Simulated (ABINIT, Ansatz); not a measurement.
# Be3Al (Pm-3m): zone-centre phonons

Which modes does Be3Al (Pm-3m) have at the zone centre?

Calculated with ABINIT 10.8.3; DFT LDA, scalar-relativistic, plane waves, HGH norm-conserving pseudopotentials.

This is a report of a sequence of runs, with most program output left out.

The structure was built from a prototype and need not be the compound's stable phase.

## 1. The starting structure

The structure is cubic, space group Pm-3m (No. 221). Conventional cell: a = 3.428 Å, b = 3.428 Å, c = 3.428 Å, α = 90.00°, β = 90.00°, γ = 90.00°. Al has 12 Be at 2.42 Å nearest. Nearest to Be lie 4 Al at 2.42 Å and 8 Be at 2.42 Å. Farther neighbours are not listed.

Coordinates:

```cif
data_structure
_symmetry_space_group_name_H-M 'Pm-3m'
_symmetry_Int_Tables_number 221
_cell_length_a 3.4278
_cell_length_b 3.4278
_cell_length_c 3.4278
_cell_angle_alpha 90.000
_cell_angle_beta 90.000
_cell_angle_gamma 90.000
_cell_volume 40.27
loop_
_atom_site_label
_atom_site_type_symbol
_atom_site_symmetry_multiplicity
_atom_site_Wyckoff_symbol
_atom_site_fract_x
_atom_site_fract_y
_atom_site_fract_z
_atom_site_occupancy
Al1 Al 1 a 0.00000 0.00000 0.00000 1
Be1 Be 3 c 0.00000 0.50000 0.50000 1
```

## 2. Relaxing the cell and atoms

The harmonic expansion needs vanishing forces, and a free crystal bears no stress, so cell and atoms are brought to rest. Stress is more sensitive to the basis than forces are: the last 3 Ha under the cutoff are smoothed with ecutsm, and the cutoff is raised above that of the later runs.

The starting cell comes from a relaxation made beforehand in Ansatz (LDA, PseudoDojo NC).

relax.abi

```
# relaxation
ionmov 2
optcell 2
dilatmx 1.08
ntime 40
tolmxf 1.0d-05
tolvrs 1.0d-14
prtwf 0
prtden 0
chksymtnons 0

# basis, mesh and filling
ecut 49.0
ecutsm 3.0
ixc 7
ngkpt 8 8 8
nshiftk 1
shiftk 0.0 0.0 0.0
istwfk *1
occopt 7
tsmear 0.01
nband 10
nstep 100
diemac 1000000.0
prtebands 0
prtgsr 0
useylm 1

# cell and atoms
acell 3*1.0 Angstrom
rprim 
    3.427762535 0.0 0.0
    0.0 3.427762535 0.0
    0.0 0.0 3.427762535
ntypat 2
znucl 13 4
natom 4
typat 1 2 2 2
xred 
    0.0 0.0 0.0
    0.0 0.5 0.5
    0.5 0.0 0.5
    0.5 0.5 0.0
pp_dirpath "./pseudo"
pseudos "Al.hgh, Be.hgh"
```

Started as:

```
$ OMP_NUM_THREADS=1 mpirun -n 4 abinit relax.abi > relax.log
```

It took 66 s on 4 MPI ranks of Intel Xeon at 2.70GHz, shared host.

Relaxation path:

```
step  energy less that of the first step (eV)  largest force (eV/Å)  volume (Å³)
   1                                   0.0000                0.0000        40.27
   2                                  -0.0021                0.0000        40.05
   3                                  -0.0041                0.0000        39.55
   4                                  -0.0041                0.0000        39.56
```

```
conventional cell, symmetrised  before  after  change
                         a (Å)   3.428  3.407  -0.6 %
                         b (Å)   3.428  3.407  -0.6 %
                         c (Å)   3.428  3.407  -0.6 %
              volume (Å³/atom)   10.07   9.89  -1.8 %
```

The relaxed structure:

```cif
data_structure
_symmetry_space_group_name_H-M 'P 1'
_symmetry_Int_Tables_number 1
_cell_length_a 3.4072
_cell_length_b 3.4072
_cell_length_c 3.4072
_cell_angle_alpha 90.000
_cell_angle_beta 90.000
_cell_angle_gamma 90.000
_cell_volume 39.56
loop_
_atom_site_label
_atom_site_type_symbol
_atom_site_fract_x
_atom_site_fract_y
_atom_site_fract_z
_atom_site_occupancy
Al1 Al 0.00000 0.00000 0.00000 1
Be2 Be 0.00000 0.50000 0.50000 1
Be3 Be 0.50000 0.00000 0.50000 1
Be4 Be 0.50000 0.50000 0.00000 1
```

Numbers from this step:

* volume per atom: 9.889 Å³
* pressure: -2.17e-4 GPa
* gap on the k-mesh: 0 eV

The volume changes by -1.8 % from the cell with which this run began.

## 3. Self-consistent run for the response

The response is built on these wavefunctions, so the potential is converged far more tightly than an energy would need. Occupations are smeared.

gs.abi

```
# ground state
tolvrs 1.0d-16
prtden 1
prtwf 1

# basis, mesh and filling
ecut 40.0
ixc 7
ngkpt 8 8 8
nshiftk 1
shiftk 0.0 0.0 0.0
istwfk *1
occopt 7
tsmear 0.01
nband 10
nstep 100
diemac 1000000.0
prtebands 0
prtgsr 0
useylm 1

# cell and atoms
acell 3*1.0 Angstrom
rprim 
    3.407239702 0.0 0.0
    0.0 3.407239702 0.0
    0.0 0.0 3.407239702
ntypat 2
znucl 13 4
natom 4
typat 1 2 2 2
xred 
    0.0 0.0 0.0
    0.0 0.5 0.5
    0.5 0.0 0.5
    0.5 0.5 0.0
pp_dirpath "./pseudo"
pseudos "Al.hgh, Be.hgh"
```

Started as:

```
$ OMP_NUM_THREADS=1 mpirun -n 4 abinit gs.abi > gs.log
```

Run time: 10 s. Hardware: 4 MPI ranks.

Numbers from this step:

| Property | Result |
| --- | --- |
| pressure | -0.001177 GPa |

The cell stands at -0.0012 GPa, close enough for phonons.

## 4. Linear response at Γ

At q = 0 one unit cell holds all displacements. The response is solved for single atoms along the cell's directions, and symmetry skips those that follow from others. The crystal is treated as a metal, which screens a static field, so no field response is asked.

dfpt_gamma.abi

```

# common to the responses
getwfk_filepath "gso_WFK"
kptopt 2
nqpt 1
qpt 0.0 0.0 0.0
asr 0
chneut 0

# displacements
rfphon 1
rfatpol 1 4
rfdir 1 1 1
tolvrs 1.0d-10
prtwf 0

# basis, mesh and filling
ecut 40.0
ixc 7
ngkpt 8 8 8
nshiftk 1
shiftk 0.0 0.0 0.0
istwfk *1
occopt 7
tsmear 0.01
nband 10
nstep 100
diemac 1000000.0
prtebands 0
prtgsr 0
useylm 1

# cell and atoms
acell 3*1.0 Angstrom
rprim 
    3.407239702 0.0 0.0
    0.0 3.407239702 0.0
    0.0 0.0 3.407239702
ntypat 2
znucl 13 4
natom 4
typat 1 2 2 2
xred 
    0.0 0.0 0.0
    0.0 0.5 0.5
    0.5 0.0 0.5
    0.5 0.5 0.0
pp_dirpath "./pseudo"
pseudos "Al.hgh, Be.hgh"
```

Started as:

```
$ OMP_NUM_THREADS=1 mpirun -n 4 abinit dfpt_gamma.abi > dfpt_gamma.log
```

Elapsed: 74 s, on 4 MPI ranks.

This step gave:

```
largest acoustic frequency at the zone centre before the sum rule : 5.99 cm⁻¹
highest optical zone-centre mode (no LO-TO term)                  : 464.1 cm⁻¹
lowest optical zone-centre mode                                   : 246.0 cm⁻¹
```

The acoustic modes at Γ come out as far as 6.0 cm⁻¹ from zero, where they should vanish, a small numerical error.

## 5. Modes with the sum rule

anaddb reads the merged derivatives and imposes the acoustic sum rule.

anaddb.abi

```
ddb_filepath "gamma_DDB"
output_file "anaddb.abo"
outdata_prefix "anaddb"
asr 1
chneut 1
enunit 2
eivec 1
nph1l 1
qph1l 0.0 0.0 0.0 1.0
```

mrgddb.in

```
gamma_DDB
merged
2
dfpt_gammao_DDB
gso_DDB
```

Started as:

```
$ mrgddb < mrgddb.in > mrgddb.log
$ OMP_NUM_THREADS=1 anaddb anaddb.abi > anaddb.log
```

Run time: 0.72 s. Hardware: 1 thread.

This step gave:

| Item | Value |
| --- | --- |
| highest optical zone-centre mode (no LO-TO term) | 464.0 cm⁻¹ |
| lowest optical zone-centre mode | 245.9 cm⁻¹ |

No LO-TO term; unit eigenvectors of the mass-weighted matrix, from anaddb's displacements. The modes at Γ (shares of kinetic energy by element, %):

```
mode  frequency (cm⁻¹)  symmetry  Al %  Be %
   1               0.0  acoustic    50    50
   2               0.0  acoustic    50    50
   3               0.0  acoustic    50    50
   4             245.9       T1u     9    91
   5             245.9       T1u     9    91
   6             245.9       T1u     9    91
   7             457.1       T2u     0   100
   8             457.1       T2u     0   100
   9             457.1       T2u     0   100
  10             464.0       T1u    41    59
  11             464.0       T1u    41    59
  12             464.0       T1u    41    59
```

Displacements in mode 6 (245.9 cm⁻¹), the largest set to 1:
```
Al1  0.19  0.00  0.00
Be2 -1.00  0.00  0.00
Be3  0.22  0.00  0.00
Be4  0.22  0.00  0.00
```

Displacements in mode 12 (464.0 cm⁻¹), the largest set to 1:
```
Al1  0.69  0.00  0.00
Be2 -0.05  0.00  0.00
Be3 -1.00  0.00  0.00
Be4 -1.00  0.00  0.00
```

The rule moves no optical mode by more than 0.2 cm⁻¹.

## 6. Cross-check with Ansatz

The same cell goes through another code, with its own cutoff. The potentials differ.

This step: DFT LDA, scalar-relativistic, plane waves, PseudoDojo norm-conserving pseudopotentials (Ansatz 0.2.0).

input.yaml

```yaml
crystal:
  lattice:
    - [3.4072397024, 0.0, 0.0]
    - [0.0, 3.4072397024, 0.0]
    - [0.0, 0.0, 3.4072397024]
  atoms:
    - { symbol: Al, position: [0.0, 0.0, 0.0] }
    - { symbol: Be, position: [0.0, 0.5, 0.5] }
    - { symbol: Be, position: [0.5, 0.0, 0.5] }
    - { symbol: Be, position: [0.5, 0.5, 0.0] }
kpoints:
  mp_grid: { grid: [8, 8, 8] }
hamiltonian:
  xc: lda
  pseudopotentials: { kind: nc, accuracy: standard }
scf:
  occupations: { method: gaussian, width: 0.27211 }
output:
  eigenvalues: true
phonons:
  method: dfpt
```

Started as:

```
$ ansatz run input.yaml --threads 4 --pin off --max-ram 8192MiB --backend cpu --events-out ev --progress --plain --runs-dir out
```

The job ended after 19 s (4 threads; peak memory 1 GiB; 70 s of CPU time).

Read from the output:

| Property | Result |
| --- | --- |
| sum-rule residual before enforcement | 6.13e-5 eV/Å² |
| highest optical zone-centre mode (no LO-TO term) | 488.0 cm⁻¹ |
| lowest optical zone-centre mode | 270.6 cm⁻¹ |

## 7. The two compared: ABINIT HGH and Ansatz, PseudoDojo

Numbers from this step:

| Quantity | Value |
| --- | --- |
| root-mean-square difference | 22.57 cm⁻¹ |
| largest difference | 24.7 cm⁻¹ |

Optical modes, paired by symmetry label. Frequencies side by side, by row:

```
q (reciprocal lattice)  mode  ABINIT HGH (cm⁻¹)  Ansatz, PseudoDojo (cm⁻¹)
                 0 0 0     4              245.9                      270.6
                 0 0 0     5              245.9                      270.6
                 0 0 0     6              245.9                      270.6
                 0 0 0     7              457.1                      475.6
                 0 0 0     8              457.1                      475.6
                 0 0 0     9              457.1                      475.6
                 0 0 0    10                464                        488
                 0 0 0    11                464                        488
                 0 0 0    12                464                        488
```

At the zone centre the largest difference (acoustic modes at Γ apart) is 5 % of the highest mode, but 10 % of the mode at 246 cm⁻¹ on which it sits.

## 8. Summary of results

| Item | Value |
| --- | --- |
| space group after relaxation | Pm-3m |
| volume per atom | 9.89 Å³ |
| highest optical zone-centre mode (no LO-TO term) | 464.0 cm⁻¹ |
| lowest optical zone-centre mode | 245.9 cm⁻¹ |
| imaginary optical modes at the zone centre (no q mesh in this session) | none |
| largest difference from Ansatz, PseudoDojo | 24.7 cm⁻¹ |

At the LDA level the optical modes of Be3Al (Pm-3m) at the zone centre run from 246 to 464 cm⁻¹. ABINIT HGH and Ansatz, PseudoDojo differ by 22.6 cm⁻¹ in the root mean square and by 24.7 cm⁻¹ at most, 5.3 % of the highest mode compared (acoustic modes at Γ left out); the two use different potentials, and the cell was not relaxed for the second set. These are harmonic frequencies at zero temperature: anharmonic shifts and linewidths and thermal expansion are left out. In a metal the frequencies hang on the k mesh and the smearing, most of all near Kohn anomalies. The runs are without spin polarisation, although the cell has an odd electron count or an open d or f shell, so a magnetic state was not tested. The structure is a hypothetical one, built on a prototype.

[Host names and launcher messages were left out of these logs when they were recorded.]

[Logs are printed without paths, hosts, clocks, repeated set-up lines and the standing remarks that a program may print on its own settings, such as how far it seeks lower states.]

[Hosts, paths, dates, database ids (printed as entryN), source tags and the programs' standing remarks are cut or masked in the printed files.]
